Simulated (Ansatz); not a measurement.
# MgS (Niningerite, Fm-3m): a volume series of phonon spectra

Aim: how the vibrations of MgS (Niningerite) shift with volume, and the expansion that follows.

Measurements to reproduce:
- heat capacity C_P per formula unit 45.6 J/mol/K near room temperature (given in “High-Throughput Prediction of Finite-Temperature Properties using the Quasi-Harmonic Approximation”, 2016, arXiv:1603.06924)

Main program and level: Ansatz 0.2.0; DFT PBEsol, scalar-relativistic, plane waves, PAW.

## 1. The starting structure

It takes space group Fm-3m (No. 225, cubic). Conventional cell: a = 5.203 Å, b = 5.203 Å, c = 5.203 Å, α = 90.00°, β = 90.00°, γ = 90.00°. Nearest to Mg lie 6 S at 2.60 Å. Nearest to S lie 6 Mg at 2.60 Å. Farther neighbours and most contacts between anions are not listed.

## 2. Probe on a coarse mesh

A cheap single point shows whether the cell is a metal or an insulator and how far it is from rest; that sets the k-mesh and the occupations of what follows.

input.yaml reads:

```yaml
crystal:
  lattice:
    - [0.0, 2.60165, 2.60165]
    - [2.60165, 0.0, 2.60165]
    - [2.60165, 2.60165, 0.0]
  atoms:
    - { symbol: Mg, position: [0.0, 0.0, 0.0] }
    - { symbol: S, position: [0.5, 0.5, 0.5] }
kpoints:
  mp_grid: { grid: [6, 6, 6] }
hamiltonian:
  xc: pbesol
scf:
  occupations: { method: gaussian, width: 0.1 }
output:
  forces: true
  stress: true
  eigenvalues: true
```

Started as:

```
ansatz run input.yaml --threads 4 --pin off --max-ram 8192MiB --backend cpu --events-out ev --progress --plain --runs-dir out
```

Numbers of over 12 decimals in the logs are rounded to 6 here.

What it wrote:

```text
Engine: ansatz 0.2.0, aarch64-unknown-linux-gnu
Pseudopotentials: kind: paw
Pseudopotential: Mg, paw, valence charge 10, recommended cutoff 420 eV (normal), Mg.paw.azcp
Pseudopotential: S, paw, valence charge 6, recommended cutoff 420 eV (normal), S.paw.azcp
Functional definition: PBEsol
  exchange = pbesol_x
  correlation = pbesol_c
Crystal: 2 atoms, lattice volume = 35.219 Å³
Basis set: ecut = 420 eV, 701 PW (Γ), exchange–correlation on 50×50×50 points (8 copies of the dense FFT grid, shifted against one another)
Bands: 12, of which v1, the nominal top of the filled ones, is band 8 counted from 1 (7 counted from 0)
Symmetry: 48 space group operations
Space group: Fm-3m (ITA 225), of the structure as read, at distance tolerance 3.3e-5 Å
k-points: 16 of 216
Non-local potential: Mg, projectors of the file, l = 0: 3, l = 1: 2, l = 2: 1
Non-local potential: S, projectors of the file, l = 0: 2, l = 1: 2, l = 2: 2
PAW form: soft (Blöchl's): semilocal exchange-correlation on the pseudo side does not see the compensation charge
PAW frozen core: Mg, regenerated for the run's functional, and the local potential with it (the file was generated under x = pbe(κ = 0.804, μ = 0.219515), c = pbe(β = 0.066725))
PAW frozen core: S, regenerated for the run's functional, and the local potential with it (the file was generated under x = pbe(κ = 0.804, μ = 0.219515), c = pbe(β = 0.066725))
PAW one-centre angular grid: Mg, 110 points (default); XC on 64 Gauss nodes
PAW one-centre angular grid: S, 110 points (default); XC on 64 Gauss nodes
Initial density: superposition of atomic densities (neutral atoms: chi_scale 0, normalization atom), corrected by the library's trained network
Initial wavefunctions: pseudopotential atomic-orbital guess
Functional: x = pbesol(κ = 0.804, μ = 0.123457), c = pbesol(β = 0.046)
SCF iter   1: F=—  HF=-2799.916213 eV  |F-HF|=—  |Δ(HF+E_count)|=         —  Δρ=3.74e-3  dr2=6.87e-3  ethr=1.77e-3  ⟨swp⟩=6.1  Hψ=1149  notcnv=0
preconditioner: auto → none  [insulator: Δε(μ)=2.637 eV  Ē_g=11.642 eV  σ=0.100 eV  W_gap=1.00  n_scr=8 (ndim 8)  ℏωp=17.7 eV  f_vac=0.000  D(μ)=0.00/eV (n_scr^D=0)  ε∞_Penn≈3.3]
SCF iter   2: F=—  HF=-2799.913427 eV  |F-HF|=—  |Δ(HF+E_count)|=   2.79e-3  Δρ=1.11e-3  dr2=2.88e-4  ethr=4.29e-5  ⟨swp⟩=2.1  Hψ=372  notcnv=0
SCF iter   3: F=—  HF=-2799.913427 eV  |F-HF|=—  |Δ(HF+E_count)|=   3.13e-7  Δρ=3.67e-4  dr2=2.66e-5  ethr=1.80e-6  ⟨swp⟩=2.4  Hψ=296  notcnv=0
SCF iter   4: F=—  HF=-2799.913447 eV  |F-HF|=—  |Δ(HF+E_count)|=   2.00e-5  Δρ=4.74e-5  dr2=4.81e-7  ethr=1.66e-7  ⟨swp⟩=1.0  Hψ=192  notcnv=0
iter 5 did not close the SCF: its close was put off for the readings that it lacked (scf_convergence_deferred on its scf_iter line)
SCF iter   5: F=-2799.913447 eV  HF=-2799.913447 eV  |F-HF|=1.43e-9  |Δ(HF+E_count)|=   2.93e-7  Δρ=3.95e-6  dr2=1.57e-9  ethr=3.00e-9  ⟨swp⟩=2.1  Hψ=243  notcnv=0
SCF iter   6: F=-2799.913447 eV  HF=-2799.913447 eV  |F-HF|=4.55e-12  |Δ(HF+E_count)|=   1.60e-9  Δρ=2.04e-7  dr2=5.67e-12  ethr=9.84e-12  ⟨swp⟩=1.8  Hψ=552  notcnv=0
SCF 1 converged in 6 iterations: F = -2799.913447 eV  dr2 = 5.67e-12
  greatest PAW one-centre occupation: 1.000 electrons in one spin orbital (limit 2), on the Mg atom at site 0 (counted from 0), in its partial waves of l = 0
SCF converged after 6 iterations
Free energy (F): -2799.913447 eV
Harris-Foulkes:  -2799.913447 eV  (|F-HF|=4.55e-12)
Internal energy: -2799.913447 eV  (E = F + TS)
E sigma→0 (E₀):  -2799.913447 eV
Fermi energy:    7.686714 eV
--- Per-component energies (eV) ---
  E_band       = -330.838535
  E_kinetic    = 184.860784
  E_local      = -1665.707848  (includes V_loc(G=0)·N_el)
  E_nonlocal   = 124.244471
  E_hartree    = 592.317175
  E_xc         = -126.297641
  E_vxc        = -126.557549  (∫ρ·V_xc dr)
  E_paw        = -865.711179  (= ΣΔE_a)
  E_vpaw       = -32.312782  (= ΣTr[D̂ρ^β])
  E_aug_tail   = -0.000001  (compensation charges beyond the density's cutoff)
  E_ewald      = -1043.740020
  E_core_change = 0.120812  (= ΣΔE_core)
  E_smearing   = -0.000000  (= −TS)
  E_closure    = 0.000000  (closes the sum)
  Σ components = -2799.913447   (vs F -2799.913447, Δ=0.00e0)
--- Forces (eV/Å), atoms counted from 1 ---
  atom   1  Mg    -0.00000000    -0.00000000    -0.00000000
  atom   2  S      0.00000000    -0.00000000     0.00000000
  max |Σ_I F_I| component: 3.57e-30 eV/Å
--- Stress (GPa, compression-positive) ---
       -0.908302      -0.000000      -0.000000
       -0.000000      -0.908302      -0.000000
        0.000000       0.000000      -0.908302
  P = ⅓ Tr σ = -0.9083 GPa (-9.083 kbar)
--- Band table (eV; the first three rows and the last of 16) ---
  k-point 0: bands = [... 4 lower, -6.3439, 6.3368, 6.3368, 6.3368, 9.9294, 14.1482, 14.1482, 14.1482]
  k-point 1: bands = [... 4 lower, -6.0757, 4.6803, 6.1654, 6.1654, 11.0306, 13.8556, 14.4179, 14.4179]
  k-point 2: bands = [... 4 lower, -5.4272, 2.4474, 5.8695, 5.8695, 10.9703, 13.5614, 13.5614, 15.5983]
  k-point 15: bands = [... 4 lower, -4.6059, 2.5329, 3.7173, 4.0929, 10.6825, 12.4116, 15.3889, 15.9904]
```

Elapsed: 0.37 s, on 4 threads of Arm Neoverse V1, shared host; peak memory 0.26 GiB; 0.9 s of CPU time.

This step gave:

| Quantity | Value |
| --- | --- |
| pressure | -0.9083 GPa |
| gap on the k-mesh | 2.700 eV |
| volume per atom | 17.61 Å³ |

The start is under -0.91 GPa at this level and looks like an insulator or semiconductor on this mesh.

## 3. Finding the static equilibrium

The vibrations must be taken about the equilibrium of this functional, not about the starting cell, so the structure is relaxed.

input.yaml, the sections that differ from step 2:

```yaml
kpoints:
  mp_grid: { grid: [8, 8, 8] }
scf:
  occupations: { method: gaussian, width: 0.02 }
relax:
  adjacent_minimum: "off"
  f_tol: 0.005
  max_steps: 80
  cell: { stress_tol: 0.05 }
# crystal, hamiltonian, output: as in step 2
```

What it wrote:

```text
[...]
Crystal: 2 atoms, lattice volume = 35.219 Å³
Basis set: ecut = 420 eV, 701 PW (Γ), exchange–correlation on 50×50×50 points (8 copies of the dense FFT grid, shifted against one another)
Bands: 12, of which v1, the nominal top of the filled ones, is band 8 counted from 1 (7 counted from 0)
Symmetry: 48 space group operations
[...]
k-points: 29 of 512
[...]
SCF iter   1: F=—  HF=-2799.919192 eV  |F-HF|=—  |Δ(HF+E_count)|=         —  Δρ=3.81e-3  dr2=7.16e-3  ethr=1.77e-3  ⟨swp⟩=7.0  Hψ=2150  notcnv=0
[...]
SCF iter   6: F=-2799.916384 eV  HF=-2799.916384 eV  |F-HF|=4.55e-13  |Δ(HF+E_count)|=   1.58e-9  Δρ=2.05e-7  dr2=4.57e-12  ethr=1.06e-11  ⟨swp⟩=1.7  Hψ=1023  notcnv=0
SCF 1 converged in 6 iterations: F = -2799.916384 eV  dr2 = 4.57e-12
[...]
relax step   1: F+E_penalty+E_count = -2799.91638398 eV  Δ(F+E_penalty+E_count) = +0.000e0 eV  max|allowed force component| = 2.334e-30 eV/Å  Δτ_max = 0.0000 Å  P = -0.935 GPa  Ω = 35.219 Å³  (6 SCF iters, dr2 threshold 1.00e-7 eV, accepted)
Crystal: 2 atoms, lattice volume = 34.857 Å³
[...]
iter 1 solved again at ethr=2.37e-7 eV; its pass at ethr=3.10e-3 eV (dr2=3.79e-5 eV) is discarded
[...]
SCF iter   4: F=-2799.917631 eV  HF=-2799.917631 eV  |F-HF|=7.62e-9  |Δ(HF+E_count)|=   1.62e-8  Δρ=6.22e-6  dr2=1.27e-8  ethr=1.25e-9  ⟨swp⟩=5.0  Hψ=1543  notcnv=0
SCF 2 converged in 4 iterations: F = -2799.917631 eV  dr2 = 1.27e-8
relax step   2: F+E_penalty+E_count = -2799.91763092 eV  Δ(F+E_penalty+E_count) = -1.247e-3 eV  max|allowed force component| = 1.282e-30 eV/Å  Δτ_max = 0.0000 Å  P = -0.152 GPa  Ω = 34.857 Å³  energy of the carried Pulay correction = +1.182e-5 eV  (4 SCF iters, dr2 threshold 2.00e-7 eV, accepted)
Crystal: 2 atoms, lattice volume = 34.788 Å³
Basis set: ecut = 420 eV, 645 PW (Γ), exchange–correlation on 50×50×50 points (8 copies of the dense FFT grid, shifted against one another)
[...]
SCF iter   3: F=-2799.917666 eV  HF=-2799.917666 eV  |F-HF|=2.24e-9  |Δ(HF+E_count)|=   2.99e-8  Δρ=5.43e-6  dr2=9.69e-9  ethr=3.63e-10  ⟨swp⟩=4.7  Hψ=1308  notcnv=0
SCF 3 converged in 3 iterations: F = -2799.917666 eV  dr2 = 9.69e-9
relax step   3: F+E_penalty+E_count = -2799.91766574 eV  Δ(F+E_penalty+E_count) = -3.482e-5 eV  max|allowed force component| = 2.071e-30 eV/Å  Δτ_max = 0.0000 Å  P = +0.003 GPa  Ω = 34.788 Å³  energy of the carried Pulay correction = +1.410e-5 eV  (3 SCF iters, dr2 threshold 5.81e-8 eV, accepted)
[...]
SCF iter   1: F=—  HF=-2799.917642 eV  |F-HF|=—  |Δ(HF+E_count)|=         —  Δρ=6.25e-6  dr2=7.22e-9  ethr=4.39e-6  ⟨swp⟩=2.2  Hψ=2776  notcnv=0
eigensolver tolerance schedule: the retry pair's looser diagonalisation over-reported the residual by 97281.37 of it (diagonalisation noise at an unbounded share of the residual, at the tolerance the schedule requests for it); recorded, not acted on — ethr = c·dr2/N_el stays at c = 1.0e-1
[...]
SCF iter   2: F=—  HF=-2799.917650 eV  |F-HF|=—  |Δ(HF+E_count)|=   8.45e-6  Δρ=3.06e-6  dr2=1.94e-9  ethr=4.51e-11  ⟨swp⟩=4.0  Hψ=836  notcnv=0
[...]
SCF iter   4: F=-2799.917650 eV  HF=-2799.917650 eV  |F-HF|=7.28e-12  |Δ(HF+E_count)|=  2.58e-10  Δρ=2.34e-7  dr2=1.76e-11  ethr=1.00e-12  ⟨swp⟩=4.1  Hψ=1498  notcnv=0
SCF 4 converged in 4 iterations: F = -2799.917650 eV  dr2 = 1.76e-11
relax step   4: F+E_penalty+E_count = -2799.91765007 eV  Δ(F+E_penalty+E_count) = +1.567e-5 eV  max|allowed force component| = 8.875e-31 eV/Å  Δτ_max = 0.0000 Å  P = +0.003 GPa  Ω = 34.788 Å³  stress off target by 3.16e-3 GPa  SCF on the basis re-selected at this cell (its energy is not comparable with the rows above)  (4 SCF iters)
basis re-selected at this cell: Δ(F+E_penalty+E_count) = +1.567e-5 eV, ΔP = +0.000 GPa vs the last step (what re-selecting the basis moved, of the pressure what is left beyond the Pulay correction that the steps carried, after the strain that the cell walked since its last selection, with what the two solves' SCF thresholds leave and, on support functions, any second-order correction that the steps lacked; it is no m [...]
SCF converged after 4 iterations
Free energy (F): -2799.917650 eV
[...]
Internal energy: -2799.917650 eV  (E = F + TS)
E sigma→0 (E₀):  -2799.917650 eV
Fermi energy:    7.841034 eV
[...]
--- Stress (GPa, compression-positive) ---
        0.003159      -0.000000      -0.000000
       -0.000000       0.003159       0.000000
       -0.000000      -0.000000       0.003159
  P = ⅓ Tr σ = 0.0032 GPa (0.032 kbar)
--- Band table (eV; the first three rows and the last of 29) ---
  k-point 0: bands = [... 4 lower, -6.2739, 6.4777, 6.4777, 6.4777, 10.1678, 14.2831, 14.2831, 14.2831]
  k-point 1: bands = [... 4 lower, -6.1173, 5.4014, 6.3724, 6.3724, 10.9721, 13.9733, 14.5382, 14.5382]
  k-point 2: bands = [... 4 lower, -5.6925, 3.6012, 6.1436, 6.1436, 11.3466, 14.1918, 14.1918, 14.7379]
  k-point 28: bands = [... 4 lower, -4.4807, 3.1486, 3.1486, 4.0526, 11.7237, 14.3091, 14.3091, 14.4836]
--- Relaxed structure (3 steps of the walk, 3 accepted, 1 SCFs on fresh bases) ---
  F+E_penalty+E_count = -2799.91765007 eV   max|allowed force component| = 8.875e-31 eV/Å   (the final SCF, on the basis selected at the relaxed cell)
  cell:  # Å, volume = 34.7878 Å³
    - [0, 2.590991, 2.590991]
    - [2.590991, 0, 2.590991]
    - [2.590991, 2.590991, 0]
  atoms:
    - { symbol: Mg, position: [0, 0, 0] }
    - { symbol: S, position: [0.5, 0.5, 0.5] }
```

Wall time 1.5 s (4 threads); peak memory 0.29 GiB; 4.5 s of CPU time.

The steps of the relaxation:

| step | energy less that of the first step (eV) | largest force component (eV/Å) | pressure (GPa) | volume (Å³) |
| --- | --- | --- | --- | --- |
| 1 | 0.0000 | 0.0000 | -0.94 | 35.22 |
| 2 | -0.0012 | 0.0000 | -0.15 | 34.86 |
| 3 | -0.0013 | 0.0000 | 0.00 | 34.79 |
| 4* | -0.0013 | 0.0000 | 0.00 | 34.79 |

Relaxation steps marked * repeat the geometry before them on a plane-wave basis chosen anew for their cell, so energy and pressure can jump there.

The run keeps the 48 symmetry operations that it works with, so distortions that break them were not tested.

| conventional cell, symmetrised | before | after | change |
| --- | --- | --- | --- |
| a (Å) | 5.203 | 5.182 | -0.4 % |
| b (Å) | 5.203 | 5.182 | -0.4 % |
| c (Å) | 5.203 | 5.182 | -0.4 % |
| volume (Å³/atom) | 17.61 | 17.39 | -1.2 % |

Final coordinates:

```
Mg S
1.0
     0.00000    2.59099    2.59099
     2.59099    0.00000    2.59099
     2.59099    2.59099    0.00000
Mg S
1 1
Direct
  0.00000 0.00000 0.00000
  0.50000 0.50000 0.50000
```

This step gave:

```
pressure          : 0.003159 GPa
gap on the k-mesh : 2.727 eV
volume per atom   : 17.39 Å³
```

The relaxation ends with a pressure of 0.00 GPa.

## 4. Tight relaxation

The thresholds are tightened for a last relaxation ahead of the phonons, and where mesh or smearing change with them the cell follows.

input.yaml, the sections that differ from step 3:

```yaml
crystal:
  lattice:
    - [0.0, 2.590990556, 2.590990556]
    - [2.590990556, 0.0, 2.590990556]
    - [2.590990556, 2.590990556, 0.0]
  atoms:
    - { symbol: Mg, position: [0.0, 0.0, 0.0] }
    - { symbol: S, position: [0.5, 0.5, 0.5] }
scf:
  occupations: { method: fixed }
relax:
  adjacent_minimum: "off"
  f_tol: 0.001
  max_steps: 60
  cell: { stress_tol: 0.01 }
# kpoints, hamiltonian, output: as in step 3
```

What it wrote:

```text
[...]
Crystal: 2 atoms, lattice volume = 34.788 Å³
Basis set: ecut = 420 eV, 645 PW (Γ), exchange–correlation on 50×50×50 points (8 copies of the dense FFT grid, shifted against one another)
Bands: 12, of which v1, the nominal top of the filled ones, is band 8 counted from 1 (7 counted from 0)
Symmetry: 48 space group operations
[...]
k-points: 29 of 512
[...]
k-point 28: bands = [... 4 lower, -4.4807, 3.1486, 3.1486, 4.0526, 11.7237, 14.3091, 14.3091, 14.4836]
--- Relaxed structure (1 steps of the walk, 1 accepted, 1 SCFs on fresh bases) ---
[...]
cell:  # Å, volume = 34.7878 Å³
    - [0.0, 2.590990556, 2.590990556]
    - [2.590990556, 0.0, 2.590990556]
    - [2.590990556, 2.590990556, 0.0]
  atoms:
    - { symbol: Mg, position: [0.0, 0.0, 0.0] }
    - { symbol: S, position: [0.500000, 0.500000, 0.500000] }
[key lines of the parts left out:]
SCF converged after 7 iterations
Free energy (F): -2799.917650 eV
Fermi energy:    6.477742 eV
P = ⅓ Tr σ = 0.0032 GPa (0.032 kbar)
```

The job ended after 0.91 s (4 threads; peak memory 0.28 GiB; 2.5 s of CPU time).

Little changed from the start: no atom moved by 0.005 Å and no cell edge by 0.1 %.

Numbers from this step:

- pressure: 0.003160 GPa

The residual pressure is 0.0032 GPa, small enough for phonons.

(Part 1 of 4 ends here.)

[Logs are printed without paths, hosts, clocks, repeated set-up lines and the standing remarks that a program may print on its own settings, such as how far it seeks lower states.]

[Hosts, paths, dates, database ids (printed as entryN), source tags and the programs' standing remarks are cut or masked in the printed files.]

[A step with changed settings may run another functional than the one named; its input shows which.]

[Of the runs on displaced cells, only some may be shown.]
